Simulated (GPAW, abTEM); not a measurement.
# SnS2 monolayer, S vacancy: the scripts behind a bonding study

Short scripts, each with its output. The sheet lies in the middle of a cell with vacuum above and below.

### 1. Build the all-electron density and subtract free atoms

```text
cell
1.0
    11.100000000    0.000000000    0.000000000
     0.000000000   12.817175976    0.000000000
     0.000000000    0.000000000   12.160000000
Sn S
12 23
Direct
0.000357623 0.998962072 0.505682791
0.164459084 0.247967477 0.507259251
0.994799520 0.501369969 0.510408406
0.169375393 0.749013326 0.499677993
0.332806741 0.002085194 0.495130976
0.501176806 0.250886073 0.499995804
0.319661381 0.486831846 0.478641265
0.507969378 0.767239059 0.465148042
0.668948749 0.003240637 0.495310602
0.830172986 0.252042638 0.508070381
0.654377460 0.506309360 0.531366092
0.834809582 0.749458415 0.499021346
0.170722935 0.081228815 0.625364958
0.998394612 0.167727468 0.387543638
0.001433268 0.333521460 0.629861114
0.147949202 0.411324977 0.376022421
0.186435053 0.581204879 0.618096362
0.004644167 0.663747927 0.381810188
0.003058159 0.832160777 0.622875306
0.165674119 0.915559800 0.379661889
0.500203056 0.080377826 0.616077276
0.329082533 0.168990414 0.380612808
0.333721174 0.337782476 0.621425879
0.488073720 0.409997680 0.373989159
0.341477207 0.660973951 0.374436061
0.346188823 0.827559495 0.607834164
0.499975947 0.930644759 0.360334356
0.830782835 0.080431043 0.624530238
0.670149760 0.169199279 0.377930757
0.663095212 0.316419361 0.633451510
0.819117740 0.424404378 0.399505970
0.849753253 0.595301667 0.634608959
0.673233690 0.675112309 0.369382262
0.657803101 0.830858266 0.612293485
0.836263859 0.916933521 0.379678895
```

```python
import numpy as np
from ase.io import read
from ase.units import Bohr
from gpaw import GPAW, PW, FermiDirac
from gpaw.calculator import GPAW as OldGPAW
from gpaw.mpi import serial_comm, world
from scipy.special import erfc
from scipy.spatial import cKDTree

atoms = read("cell.vasp")
atoms.calc = GPAW(mode=PW(500), xc="PBE", kpts={"size": (1, 1, 1), "gamma": True},
                 occupations=FermiDirac(0.05), maxiter=160, symmetry={"tolerance": 1e-5}, txt="scf.txt")
atoms.get_potential_energy()
rho = atoms.calc.get_all_electron_density(gridrefinement=2)
moments = atoms.get_magnetic_moments() if atoms.calc.get_number_of_spins() == 2 else np.zeros(len(atoms))
total = atoms.get_magnetic_moment() if moments.any() else 0.0
if world.rank == 0:
    free = OldGPAW(mode=PW(500), xc="PBE", txt=None, communicator=serial_comm)
    neutral = atoms.copy()
    neutral.set_initial_magnetic_moments(None)
    free.initialize(neutral)
    free.set_positions(neutral)
    drho = rho - free.get_all_electron_density(gridrefinement=2)
    # GPAW starts from confined atoms: exchange their smooth part for that of the datasets' free atoms
    h = np.stack(np.meshgrid(*[np.fft.fftfreq(n, 1 / n) for n in drho.shape], indexing="ij"), -1)
    gabs = np.linalg.norm(h @ atoms.cell.reciprocal(), axis=-1)
    tails = np.fft.fftn(free.get_pseudo_density(gridrefinement=2))
    g, form, v0 = np.linspace(0, gabs.max(), 1500), {}, 0
    for e in set(atoms.symbols):
        idx = atoms.symbols.search(e)
        d = free.setups[idx[0]].data
        r, w = d.rgd.r_g * Bohr, d.rgd.r_g**2 * d.rgd.dr_g
        j0 = np.sinc(2 * g[:, None] * r)
        smooth = sum(f * p**2 for f, p in zip(d.f_j, d.phit_jg)) + np.sqrt(4 * np.pi) * d.nct_g
        full = sum(f * p**2 for f, p in zip(d.f_j, d.phi_jg)) + np.sqrt(4 * np.pi) * d.nc_g
        phase = sum(np.exp(-2j * np.pi * h @ s) for s in atoms.get_scaled_positions()[idx])
        tails -= np.interp(gabs, g, j0 @ (smooth * w)) * phase * drho.size / atoms.get_volume()
        form[e] = j0 @ (full * w)
        v0 += 2 * np.pi / 3 * 14.3996 * (full * w * r**2).sum() * len(idx)  # V A^3
    tails *= 0.5 * erfc((gabs - 1.8) / 0.25)  # the tails differ at long wavelengths alone
    drho += np.fft.ifftn(tails).real  # crystal minus superposed spherical free atoms
    np.save("drho.npy", drho)
    dv = atoms.get_volume() / drho.size
    print("grid", drho.shape, " electrons %.3f" % (rho.sum() * dv), " moved by bonding %.3f e" % (abs(drho).sum() * dv / 2))
    pts = np.indices(drho.shape).reshape(3, -1).T / drho.shape @ atoms.cell
    shifts = (np.indices((3, 3, 3)).reshape(3, -1).T - 1) @ atoms.cell
    images = (atoms.positions[None] + shifts[:, None]).reshape(-1, 3)
    dist, idx = cKDTree(images).query(pts, k=4)
    out = drho.ravel()[dist[:, 0] > 0.5]
    print("deformation density beyond 0.5 A of the nuclei: max %.3f, min %.3f e/A^3" % (out.max(), out.min()))
    tie = dist < dist[:, :1] + 1e-4
    q = -np.bincount((idx % len(atoms))[tie], (drho.ravel()[:, None] / tie.sum(1, keepdims=True) * tie)[tie], len(atoms)) * dv
    print("atom        x       y       z   Voronoi charge  moment")
    for a, s, c, m in zip(atoms, atoms.get_scaled_positions(), q, moments):
        print("%-2s%-3d %7.4f %7.4f %7.4f %10.3f %10.2f" % (a.symbol, a.index + 1, *s, c, m))
    np.savez("free.npz", g=g, **form)
    print("mean inner potential of superposed free atoms %.3f V" % (v0 / atoms.get_volume()))
    print("total magnetic moment %.3f muB" % total)
```

```console
$ OMP_NUM_THREADS=1 mpirun -n 4 gpaw python run.py > gpaw.log
```

```text
grid (120, 140, 126)  electrons 968.000  moved by bonding 8.137 e
deformation density beyond 0.5 A of the nuclei: max 0.140, min -0.089 e/A^3
atom        x       y       z   Voronoi charge  moment
Sn1    0.0004  0.9990  0.5057      0.368       0.00
Sn2    0.1645  0.2480  0.5073      0.377       0.00
Sn3    0.9948  0.5014  0.5104      0.372       0.00
Sn4    0.1694  0.7490  0.4997      0.376       0.00
Sn5    0.3328  0.0021  0.4951      0.369       0.00
Sn6    0.5012  0.2509  0.5000      0.374       0.00
Sn7    0.3197  0.4868  0.4786      0.393       0.00
Sn8    0.5080  0.7672  0.4651      0.399       0.00
Sn9    0.6689  0.0032  0.4953      0.380       0.00
Sn10   0.8302  0.2520  0.5081      0.377       0.00
Sn11   0.6544  0.5063  0.5314      0.247       0.00
Sn12   0.8348  0.7495  0.4990      0.375       0.00
S 13   0.1707  0.0812  0.6254     -0.191       0.00
S 14   0.9984  0.1677  0.3875     -0.187       0.00
S 15   0.0014  0.3335  0.6299     -0.189       0.00
S 16   0.1479  0.4113  0.3760     -0.173       0.00
S 17   0.1864  0.5812  0.6181     -0.182       0.00
S 18   0.0046  0.6637  0.3818     -0.190       0.00
S 19   0.0031  0.8322  0.6229     -0.191       0.00
S 20   0.1657  0.9156  0.3797     -0.190       0.00
S 21   0.5002  0.0804  0.6161     -0.180       0.00
S 22   0.3291  0.1690  0.3806     -0.188       0.00
S 23   0.3337  0.3378  0.6214     -0.193       0.00
S 24   0.4881  0.4100  0.3740     -0.216       0.00
S 25   0.3415  0.6610  0.3744     -0.180       0.00
S 26   0.3462  0.8276  0.6078     -0.186       0.00
S 27   0.5000  0.9306  0.3603     -0.178       0.00
S 28   0.8308  0.0804  0.6245     -0.190       0.00
S 29   0.6701  0.1692  0.3779     -0.192       0.00
S 30   0.6631  0.3164  0.6335     -0.216       0.00
S 31   0.8191  0.4244  0.3995     -0.202       0.00
S 32   0.8498  0.5953  0.6346     -0.205       0.00
S 33   0.6732  0.6751  0.3694     -0.214       0.00
S 34   0.6578  0.8309  0.6123     -0.192       0.00
S 35   0.8363  0.9169  0.3797     -0.183       0.00
mean inner potential of superposed free atoms 6.913 V
total magnetic moment 0.000 muB
```

Time: 73 s on 4 cores of Intel(R) Xeon(R) Platinum 8488C (Sapphire Rapids) (shared host), peak memory 2.3 GiB.

### 2. Scan a probe

```python
import abtem
import numpy as np
from ase.build import make_supercell
from ase.io import read

abtem.config.set({"dask.lazy": False, "fft": "fftw", "diagnostics.progress_bar": False})
M = [[1, 0, 0], [0, 1, 0], [0, 0, 1]]  # rows: x, y and beam direction in the primitive cell's axes
unit = make_supercell(read("cell.vasp"), M)
unit.set_cell(list(unit.cell.lengths()) + [90, 90, 90], scale_atoms=True)
unit.positions[:, 2] += 0.8011  # keeps atomic planes off the slice boundaries
unit.wrap()
slab = unit * (2, 1, 1)
print(slab.get_chemical_formula(), "| box %.2f x %.2f x %.2f A" % tuple(slab.cell.lengths()))

# change of the potential by bonding, from the DFT deformation density (Poisson's equation term by term)
drho = np.load("drho.npy")
prim = read("cell.vasp")
h = np.stack(np.meshgrid(*[np.fft.fftfreq(n, 1 / n) for n in drho.shape], indexing="ij"), -1).reshape(-1, 3).astype(int)
g2 = ((h @ prim.cell.reciprocal()) ** 2).sum(1)
keep = (g2 > 0) & (g2 < 2.5**2)
shape = (80, 92, 72)
vg = np.zeros(shape, complex)
hm = h[keep] @ np.array(M).T
move = np.exp(-2j * np.pi * hm[:, 2] * (0.8011 / unit.cell[2, 2] - 0.5 / shape[2]))  # the same shift, sampled at mid-points
vg[tuple(hm.T % np.array(shape)[:, None])] = -14.3996 / np.pi * (np.fft.fftn(drho).ravel() / drho.size)[keep] / g2[keep] * move
dV = np.fft.ifftn(vg).real * vg.size
dV -= dV[:, :, 0].mean()  # zero in the vacuum
dV = dV.reshape(80, 92, 12, 6).mean(3) * unit.cell[2, 2] / 12  # V A, projected in each slice
dV = np.tile(dV.transpose(2, 0, 1), (1, 2, 1))


def build(atoms):
    p = abtem.Potential(atoms, gpts=(160, 92), slice_thickness=[slab.cell[2, 2] / 12] * 12,
                        parametrization="lobato", projection="finite", exit_planes=6).build()
    p.array[:] += BONDING * dV
    return p


def potentials():
    yield build(slab)  # atoms at rest


for label, BONDING in (("IAM", 0.0), ("DFT", 1.0)):
    print("=====", label)
    potential = build(slab)
    print("grid", potential.gpts, "slices", potential.num_slices)
    thickness = potential.exit_thicknesses
    probe = abtem.Probe(energy=60000, semiangle_cutoff=30, defocus=6.1)
    probe.grid.match(potential)
    print("wavelength %.5f A, largest angle on the grid %.0f mrad" % (probe.wavelength, min(probe.cutoff_angles)))
    detectors = {"ABF": (15, 30), "BF": (0, 15), "LAADF": (36, 96)}  # mrad
    columns = [  # name, x, y (A)
        ("vacancy", 5.550, 7.370),
        ("Sn_1st", 7.264, 6.489),
        ("Sn_2nd", 3.548, 6.240),
        ("S_3rd", 2.069, 7.449),
        ("S_4th", 9.432, 7.630),
        ("Sn_far", 0.004, 12.804),
        ("S_far", 11.082, 2.150),
        ("void", 0.832, 7.370),
    ]
    scan = abtem.GridScan(start=(0.0000, 0.0000), end=(11.1000, 12.8172), gpts=(29, 33), endpoint=False)
    dets = [abtem.AnnularDetector(*v) for v in detectors.values()] + [abtem.PixelatedDetector(max_angle=45)]
    runs = [probe.scan(p, scan=scan, detectors=dets, max_batch=32) for p in potentials()]
    out = [sum(x[1:], x[0]) / len(x) for x in zip(*runs)]
    images = dict(zip(detectors, out))
    images["iCOM"] = out[-1].center_of_mass().integrate_gradient()
    np.save(label + "_pacbed.npy", out[-1].array.mean(axis=(1, 2)))
    print("PACBED pixel %.3f x %.3f mrad" % out[-1].angular_sampling)
    for name, im in images.items():
        im = im.interpolate(sampling=0.1, boundary="periodic").gaussian_filter(0.35)
        np.save(label + "_" + name + ".npy", im.array)
        print(name, "signal at the columns" + (", fraction of the beam" if name in detectors else ""))
        print("  t (A)     mean" + "".join("%10s" % c[0][:9] for c in columns))
        for t, a in list(zip(thickness, im.array))[1:]:
            at = [a[round((x - 0.0000) / im.sampling[0]) % a.shape[0], round((y - 0.0000) / im.sampling[1]) % a.shape[1]] for _, x, y in columns]
            print("%7.1f %8.5f" % (t, a.mean()) + "".join("%10.5f" % v for v in at))
```

```console
$ python run.py
```

```text
S46Sn24 | box 22.20 x 12.82 x 12.16 A
===== IAM
grid (160, 92) slices 12
wavelength 0.04866 A, largest angle on the grid 116 mrad
PACBED pixel 2.192 x 3.797 mrad
ABF signal at the columns, fraction of the beam
  t (A)     mean   vacancy    Sn_1st    Sn_2nd     S_3rd     S_4th    Sn_far     S_far      void
    6.1  0.74697   0.74775   0.74781   0.74790   0.74773   0.74769   0.74779   0.74153   0.74741
   12.2  0.73919   0.74528   0.70635   0.70676   0.73708   0.73798   0.71103   0.74013   0.74294
BF signal at the columns, fraction of the beam
  t (A)     mean   vacancy    Sn_1st    Sn_2nd     S_3rd     S_4th    Sn_far     S_far      void
    6.1  0.23975   0.24037   0.24031   0.24022   0.24038   0.24040   0.24032   0.23617   0.24039
   12.2  0.23746   0.24106   0.22449   0.22265   0.23941   0.23983   0.22504   0.23645   0.24017
LAADF signal at the columns, fraction of the beam
  t (A)     mean   vacancy    Sn_1st    Sn_2nd     S_3rd     S_4th    Sn_far     S_far      void
    6.1  0.00120   0.00021   0.00021   0.00023   0.00022   0.00023   0.00023   0.00754   0.00044
   12.2  0.00876   0.00129   0.04336   0.04316   0.00914   0.00829   0.03946   0.00892   0.00392
iCOM signal at the columns
  t (A)     mean   vacancy    Sn_1st    Sn_2nd     S_3rd     S_4th    Sn_far     S_far      void
    6.1  0.01217   0.00914   0.00930   0.01122   0.00929   0.00921   0.00988   0.02323   0.01039
   12.2  0.01217   0.00069   0.02973   0.03021   0.01675   0.01660   0.03006   0.01659   0.00722
===== DFT
grid (160, 92) slices 12
wavelength 0.04866 A, largest angle on the grid 116 mrad
PACBED pixel 2.192 x 3.797 mrad
ABF signal at the columns, fraction of the beam
  t (A)     mean   vacancy    Sn_1st    Sn_2nd     S_3rd     S_4th    Sn_far     S_far      void
    6.1  0.74699   0.74778   0.74784   0.74793   0.74776   0.74772   0.74782   0.74159   0.74743
   12.2  0.73913   0.74532   0.70611   0.70644   0.73712   0.73803   0.71066   0.74010   0.74290
BF signal at the columns, fraction of the beam
  t (A)     mean   vacancy    Sn_1st    Sn_2nd     S_3rd     S_4th    Sn_far     S_far      void
    6.1  0.23975   0.24035   0.24030   0.24019   0.24036   0.24038   0.24030   0.23620   0.24039
   12.2  0.23745   0.24105   0.22447   0.22260   0.23937   0.23980   0.22500   0.23651   0.24017
LAADF signal at the columns, fraction of the beam
  t (A)     mean   vacancy    Sn_1st    Sn_2nd     S_3rd     S_4th    Sn_far     S_far      void
    6.1  0.00119   0.00021   0.00021   0.00023   0.00022   0.00023   0.00022   0.00750   0.00043
   12.2  0.00880   0.00129   0.04349   0.04334   0.00914   0.00829   0.03966   0.00891   0.00394
iCOM signal at the columns
  t (A)     mean   vacancy    Sn_1st    Sn_2nd     S_3rd     S_4th    Sn_far     S_far      void
    6.1  0.01136   0.00844   0.00850   0.01071   0.00874   0.00852   0.00922   0.02214   0.00963
   12.2  0.01136   0.00056   0.02928   0.03012   0.01589   0.01542   0.02974   0.01546   0.00649
```

Time: 19 s on 1 core of Intel(R) Xeon(R) Platinum 8488C (Sapphire Rapids) (shared host), peak memory 0.85 GiB.

[Outputs are excerpts: Python notices, other lines and further rows are left out; steps that failed or that the build refused (PBEsol, TPSS) are not shown.]

[Logs are printed without paths, hosts, clocks, repeated set-up lines and the standing remarks that a program may print on its own settings, such as how far it seeks lower states.]
